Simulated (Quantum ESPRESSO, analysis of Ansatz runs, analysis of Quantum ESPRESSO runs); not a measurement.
# Si donor on a Ga site in GaAs: local vibrational mode, PBE (Quantum ESPRESSO)

How near does this set-up come to the measured local vibrational mode? Subject: Si donor on a Ga site in GaAs. Set-up: PBE, GBRV 1.5 PBE, 32-site cell, PBE lattice, k: 2x2x2 shifted, no relaxation. The model is a cell of 32 host atoms with 1 Ga taken out and 1 Si put in. The frequencies come from force constants among the defect atom and its neighbours, with the masses of the isotopes named.

Measured beforehand: Threefold local mode of 28Si: 384 cm⁻¹, by Fourier transform infrared absorption, zero pressure (Table 4.3, experiment column) (quoted in “DX Centers in III-V Semiconductors under Hydrostatic Pressure”, 1992, Jeffrey Alan Wolk et al., quoting earlier work (1985)).

Calculated with Quantum ESPRESSO 7.5; Quantum ESPRESSO plane-wave DFT, PBE, GBRV 1.5 PBE potentials; single point of a defect supercell.

**1. The structure**

The cell holds 32 atoms: 15 Ga, 1 Si and 16 As. Its edges and angles: a = 9.937 Å, b = 9.937 Å, c = 9.937 Å, α = 109.5°, β = 109.5°, γ = 109.5°. It derives from GaAs (space group F-43m). Nearest the centre at fractional (0.250, 0.500, 0.250): Si7 at 0.00 Å, As19 at 2.48 Å, As28 at 2.48 Å, As23 at 2.48 Å, As22 at 2.48 Å, Ga4 at 4.06 Å, Ga6 at 4.06 Å, Ga3 at 4.06 Å. The cell carries charge +1.

The host's primitive cell comes from a first run (Quantum ESPRESSO plane-wave DFT, PBE, GBRV 1.5 PBE potentials; relaxation of cell and atoms of a defect-free cell): vectors of 4.057, 4.057 and 4.057 Å. That is 23.60 Å³ an atom, 4.5 % over the diffraction cell's volume. The supercell is built on it.

**2. Single point on the structure as built, charge +1**

The atoms are left on the sites where they were put, and the energy is taken there.

File pw.in:

```
&CONTROL
  calculation = 'scf'
  prefix = 'pwscf'
  outdir = './tmp'
  pseudo_dir = './pseudo'
  tprnfor = .true.
  disk_io = 'low'
/
&SYSTEM
  ibrav = 0
  nat = 32
  ntyp = 3
  ecutwfc = 45
  ecutrho = 360
  nbnd = 188
  occupations = 'smearing'
  smearing = 'fd'
  degauss = 0.00073499
  tot_charge = 1
/
&ELECTRONS
  conv_thr = 3d-08
  electron_maxstep = 100
  mixing_beta = 0.5
/
ATOMIC_SPECIES
Ga    69.7230 ga_pbe_v1.4.uspp.F.UPF
Si    28.0850 si_pbe_v1.uspp.F.UPF
As    74.9216 as_pbe_v1.uspp.F.UPF
CELL_PARAMETERS angstrom
  -5.7368700154    5.7368700154   -5.7368700154
   5.7368700154    5.7368700154    5.7368700154
   5.7368700154   -5.7368700154   -5.7368700154
ATOMIC_POSITIONS crystal
Ga     0.0000000000    0.0000000000    0.0000000000
Ga     0.0000000000    0.2500000000    0.7500000000
Ga     0.0000000000    0.5000000000    0.5000000000
Ga     0.0000000000    0.7500000000    0.2500000000
Ga     0.2500000000    0.0000000000    0.7500000000
Ga     0.2500000000    0.2500000000    0.5000000000
Si     0.2500000000    0.5000000000    0.2500000000
Ga     0.2500000000    0.7500000000    0.0000000000
Ga     0.5000000000    0.0000000000    0.5000000000
Ga     0.5000000000    0.2500000000    0.2500000000
Ga     0.5000000000    0.5000000000    0.0000000000
Ga     0.5000000000    0.7500000000    0.7500000000
Ga     0.7500000000    0.0000000000    0.2500000000
Ga     0.7500000000    0.2500000000    0.0000000000
Ga     0.7500000000    0.5000000000    0.7500000000
Ga     0.7500000000    0.7500000000    0.5000000000
As     0.0000000000    0.0000000000    0.7500000000
As     0.0000000000    0.2500000000    0.5000000000
As     0.0000000000    0.5000000000    0.2500000000
As     0.0000000000    0.7500000000    0.0000000000
As     0.2500000000    0.0000000000    0.5000000000
As     0.2500000000    0.2500000000    0.2500000000
As     0.2500000000    0.5000000000    0.0000000000
As     0.2500000000    0.7500000000    0.7500000000
As     0.5000000000    0.0000000000    0.2500000000
As     0.5000000000    0.2500000000    0.0000000000
As     0.5000000000    0.5000000000    0.7500000000
As     0.5000000000    0.7500000000    0.5000000000
As     0.7500000000    0.0000000000    0.0000000000
As     0.7500000000    0.2500000000    0.7500000000
As     0.7500000000    0.5000000000    0.5000000000
As     0.7500000000    0.7500000000    0.2500000000
K_POINTS automatic
2 2 2 1 1 1
```

Launch:

```console
> OMP_NUM_THREADS=1 mpirun -n 4 pw.x -nk 2 -in pw.in > pw.out
```

The program printed:

```text
This program is part of the open-source Quantum ESPRESSO suite
     for quantum simulation of materials; please cite
         "P. Giannozzi et al., J. Phys.:Condens. Matter 21 395502 (2009);
         "P. Giannozzi et al., J. Phys.:Condens. Matter 29 465901 (2017);
         "P. Giannozzi et al., J. Chem. Phys. 152 154105 (2020);
          URL
     in publications or presentations arising from this work. More details at

     Message from routine setup:
     using ibrav=0 with symmetry is DISCOURAGED, use correct ibrav instead

     K-points division:     npool     =       2
     Subspace diagonalization in iterative solution of the eigenvalue problem:
     a serial algorithm will be used

     --------------------
     sticks:   dense  smooth     PW     G-vecs:    dense   smooth      PW
     Min        4762    2381    636               294180   103909   14448
     Max        4763    2382    637               294181   103910   14449
     Sum        9525    4763   1273               588361   207819   28897

     Using Slab Decomposition

     bravais-lattice index     =            0
     lattice parameter (alat)  =      18.7774  a.u.
     unit-cell volume          =    5096.6126 (a.u.)^3
     number of atoms/cell      =           32
     number of atomic types    =            3
     number of electrons       =       368.00
     number of Kohn-Sham states=          188
     kinetic-energy cutoff     =      45.0000  Ry
     charge density cutoff     =     360.0000  Ry
     scf convergence threshold =      3.0E-08
     mixing beta               =       0.5000
     number of iterations used =            8  plain     mixing
     Exchange-correlation= SLA  PW   PBE  PBE
                           (   1   4   3   4   0   0   0)

     celldm(1)=  18.777359  celldm(2)=   0.000000  celldm(3)=   0.000000
     celldm(4)=   0.000000  celldm(5)=   0.000000  celldm(6)=   0.000000

     crystal axes: (cart. coord. in units of alat)
               a(1) = (  -0.577350   0.577350  -0.577350 )
               a(2) = (   0.577350   0.577350   0.577350 )
               a(3) = (   0.577350  -0.577350  -0.577350 )

     reciprocal axes: (cart. coord. in units 2 pi/alat)
               b(1) = (  0.000000  0.866025 -0.866025 )
               b(2) = (  0.866025  0.866025 -0.000000 )
               b(3) = (  0.866025  0.000000 -0.866025 )

     PseudoPot. # 1 for Ga read from file:
     ga_pbe_v1.4.uspp.F.UPF
     Pseudo is Ultrasoft + core correction, Zval = 19.0
     Generated by new atomic code, or converted to UPF format
     Using radial grid of  871 points,  6 beta functions with:
                l(1) =   0
                l(2) =   0
                l(3) =   1
                l(4) =   1
                l(5) =   2
                l(6) =   2
     Q(r) pseudized with  8 coefficients,  rinner =    1.250   1.250   1.250
                                                       1.250   1.250

     PseudoPot. # 2 for Si read from file:
     si_pbe_v1.uspp.F.UPF
     Pseudo is Ultrasoft + core correction, Zval =  4.0
     Generated by new atomic code, or converted to UPF format
     Using radial grid of  899 points,  6 beta functions with:
                l(1) =   0
                l(2) =   0
                l(3) =   1
                l(4) =   1
[...]
Q(r) pseudized with  8 coefficients,  rinner =    0.900   0.900   0.900
                                                       0.900   0.900

     PseudoPot. # 3 for As read from file:
     as_pbe_v1.uspp.F.UPF
     Pseudo is Ultrasoft + core correction, Zval =  5.0
     Generated by new atomic code, or converted to UPF format
     Using radial grid of  875 points,  6 beta functions with:
[...]
l(2) =   0
                l(3) =   1
                l(4) =   1
                l(5) =   2
                l(6) =   2
     Q(r) pseudized with  8 coefficients,  rinner =    1.300   1.300   1.300
                                                       1.300   1.300

     atomic species   valence    mass     pseudopotential
     Ga               19.00    69.72300     Ga( 1.00)
     Si                4.00    28.08500     Si( 1.00)
     As                5.00    74.92160     As( 1.00)

     24 Sym. Ops. (no inversion) found (22 have fractional translation)

   Cartesian axes

     site n.     atom                  positions (alat units)
         1        Ga     tau(   1) = (   0.0000000   0.0000000   0.0000000  )
         2        Ga     tau(   2) = (   0.5773503  -0.2886751  -0.2886751  )
         3        Ga     tau(   3) = (   0.5773503   0.0000000   0.0000000  )
         4        Ga     tau(   4) = (   0.5773503   0.2886751   0.2886751  )
         5        Ga     tau(   5) = (   0.2886751  -0.2886751  -0.5773503  )
         6        Ga     tau(   6) = (   0.2886751   0.0000000  -0.2886751  )
         7        Si     tau(   7) = (   0.2886751   0.2886751   0.0000000  )
         8        Ga     tau(   8) = (   0.2886751   0.5773503   0.2886751  )
         9        Ga     tau(   9) = (   0.0000000   0.0000000  -0.5773503  )
        10        Ga     tau(  10) = (   0.0000000   0.2886751  -0.2886751  )
        11        Ga     tau(  11) = (   0.0000000   0.5773503   0.0000000  )
[...]
Davidson diagonalization with overlap
     ethr =  1.00E-02,  avg # of iterations =  3.0

     total energy              =   -6883.68658501 Ry
     estimated scf accuracy    <      14.02009356 Ry

     iteration #  3     ecut=    45.00 Ry     beta= 0.50
     Davidson diagonalization with overlap
     ethr =  3.81E-03,  avg # of iterations =  2.0

     total energy              =   -6885.14452170 Ry
     estimated scf accuracy    <       0.80016338 Ry

     iteration #  4     ecut=    45.00 Ry     beta= 0.50
     Davidson diagonalization with overlap
     ethr =  2.17E-04,  avg # of iterations =  4.0

     total energy              =   -6885.36213203 Ry
     estimated scf accuracy    <       0.03151542 Ry

     iteration #  5     ecut=    45.00 Ry     beta= 0.50
     Davidson diagonalization with overlap
     ethr =  8.56E-06,  avg # of iterations =  9.0

     total energy              =   -6885.36093201 Ry
     estimated scf accuracy    <       0.03559627 Ry

     iteration #  6     ecut=    45.00 Ry     beta= 0.50
     Davidson diagonalization with overlap
     ethr =  8.56E-06,  avg # of iterations =  2.0

     total energy              =   -6885.36872484 Ry
     estimated scf accuracy    <       0.00044169 Ry

     iteration #  7     ecut=    45.00 Ry     beta= 0.50
     Davidson diagonalization with overlap
     ethr =  1.20E-07,  avg # of iterations =  6.5

     total energy              =   -6885.36890246 Ry
     estimated scf accuracy    <       0.00039671 Ry

     iteration #  8     ecut=    45.00 Ry     beta= 0.50
     Davidson diagonalization with overlap
     ethr =  1.08E-07,  avg # of iterations =  2.0

     total energy              =   -6885.36899956 Ry
     estimated scf accuracy    <       0.00003245 Ry

     iteration #  9     ecut=    45.00 Ry     beta= 0.50
     Davidson diagonalization with overlap
     ethr =  8.82E-09,  avg # of iterations =  5.0

     total energy              =   -6885.36899980 Ry
     estimated scf accuracy    <       0.00003189 Ry

     iteration # 10     ecut=    45.00 Ry     beta= 0.50
     Davidson diagonalization with overlap
     ethr =  8.67E-09,  avg # of iterations =  2.0

     total energy              =   -6885.36900612 Ry
     estimated scf accuracy    <       0.00000155 Ry

     iteration # 11     ecut=    45.00 Ry     beta= 0.50
     Davidson diagonalization with overlap
     ethr =  4.22E-10,  avg # of iterations =  5.0

     total energy              =   -6885.36900705 Ry
     estimated scf accuracy    <       0.00000073 Ry

     iteration # 12     ecut=    45.00 Ry     beta= 0.50
     Davidson diagonalization with overlap
     ethr =  1.97E-10,  avg # of iterations =  2.5

     total energy              =   -6885.36900721 Ry
     estimated scf accuracy    <       0.00000008 Ry

     iteration # 13     ecut=    45.00 Ry     beta= 0.50
     Davidson diagonalization with overlap
     ethr =  2.14E-11,  avg # of iterations =  4.0

     End of self-consistent calculation

          k = 0.4330 0.4330-0.4330 ( 25972 PWs)   bands (ev):

   -87.5981 -87.5981 -87.5981 -87.5981 -87.5980 -87.5980 -87.5980 -87.5979
   -87.5979 -87.5979 -87.5979 -87.5979 -87.5885 -87.5885 -87.5885 -87.5885
   -87.5883 -87.5883 -87.5883 -87.5883 -87.5883 -87.5883 -87.5883 -87.5883
   -87.5870 -87.5870 -87.5870 -87.5870 -87.5870 -87.5870 -87.5870 -87.5870
   -87.5869 -87.5869 -87.5869 -87.5868 -87.5464 -87.5464 -87.5464 -87.5435
   -87.5435 -87.5435 -87.5435 -87.5435 -87.5435  -8.0822  -8.0680  -8.0680
    -8.0680  -8.0643  -8.0643  -8.0643  -8.0640  -8.0640  -8.0638  -8.0638
    -8.0638  -8.0265  -8.0219  -8.0219  -8.0219  -7.9835  -7.9835  -7.9835
    -7.9832  -7.9832  -7.9832  -7.9815  -7.9815  -7.9728  -7.9728  -7.9706
    -7.9706  -7.9706  -7.9678  -7.9678  -7.9678  -7.9671  -7.9671  -7.9671
[...]
7.6155   7.9086   7.9086   7.9086

          k = 0.0000 0.4330 0.0000 ( 26027 PWs)   bands (ev):

[...]
0.6104   0.6256   0.8419   1.8749   1.9869   1.9869   2.0796   2.9355
     2.9355   2.9440   3.0905   3.5058   3.6905   3.6905   3.6988   4.1384
     4.1468   4.1468   4.3715   4.3950   4.3950   4.4009   4.4141   4.4660
     4.4660   4.4822   4.4837   4.4837   4.5269   4.5726   5.3031   5.3311
     5.3311   5.4467   5.4969   5.4969   5.5487   5.5566   6.0137   6.0137
     8.0282   8.2134   8.5436   8.6003

     the Fermi energy is     7.1941 ev

!    total energy              =   -6885.36900722 Ry
     estimated scf accuracy    <          8.2E-09 Ry
     smearing contrib. (-TS)   =       0.00000000 Ry
     internal energy E=F+TS    =   -6885.36900722 Ry

     The total energy is F=E-TS. E is the sum of the following terms:
     one-electron contribution =   -6284.48180559 Ry
     hartree contribution      =    3258.14612936 Ry
     xc contribution           =   -1236.63237156 Ry
     ewald contribution        =   -2622.40095943 Ry

     convergence has been achieved in  13 iterations

     Forces acting on atoms (cartesian axes, Ry/au):

     atom    1 type  1   force =    -0.00348290   -0.00348290    0.00865127
     atom    2 type  1   force =    -0.00348290   -0.00865127    0.00348290
     atom    3 type  1   force =     0.00348290   -0.00348290   -0.00865127
     atom    4 type  1   force =     0.00348290    0.00865127    0.00348290
     atom    5 type  1   force =    -0.00000000   -0.00000000    0.00000000
     atom    6 type  1   force =     0.00865127   -0.00348290   -0.00348290
     atom    7 type  2   force =    -0.00000000   -0.00000000    0.00000000
     atom    8 type  1   force =     0.00865127    0.00348290    0.00348290
     atom    9 type  1   force =     0.00348290    0.00348290    0.00865127
     atom   10 type  1   force =    -0.00348290    0.00865127   -0.00348290
[...]
atom   28 type  3   force =    -0.01357875   -0.01357875    0.01357875
     atom   29 type  3   force =    -0.00056810    0.00310495    0.00056810
     atom   30 type  3   force =    -0.00056810   -0.00056810   -0.00310495
     atom   31 type  3   force =    -0.00056810    0.00056810    0.00310495
     atom   32 type  3   force =    -0.00056810   -0.00310495   -0.00056810

     Total force =     0.059374     Total SCF correction =     0.000309

=------------------------------------------------------------------------------=
   JOB DONE.
=------------------------------------------------------------------------------=
```

Elapsed: 4.8 min, on 4 MPI ranks of Arm Neoverse V1, shared host; peak memory 3.3 GiB.

The run converged, but on settings that a careful run would not use, so its numbers are not the defect's.

(Continued in part 2 of 2.)

[Logs are printed without paths, hosts, clocks, repeated set-up lines and the standing remarks that a program may print on its own settings, such as how far it seeks lower states.]

[Hosts, paths, dates, database ids (printed as entryN), source tags and the programs' standing remarks are cut or masked in the printed files.]

[For some hosts the program warned that the k-mesh of the response run may be too coarse for force constants and the static dielectric constant; such warnings are not shown here.]
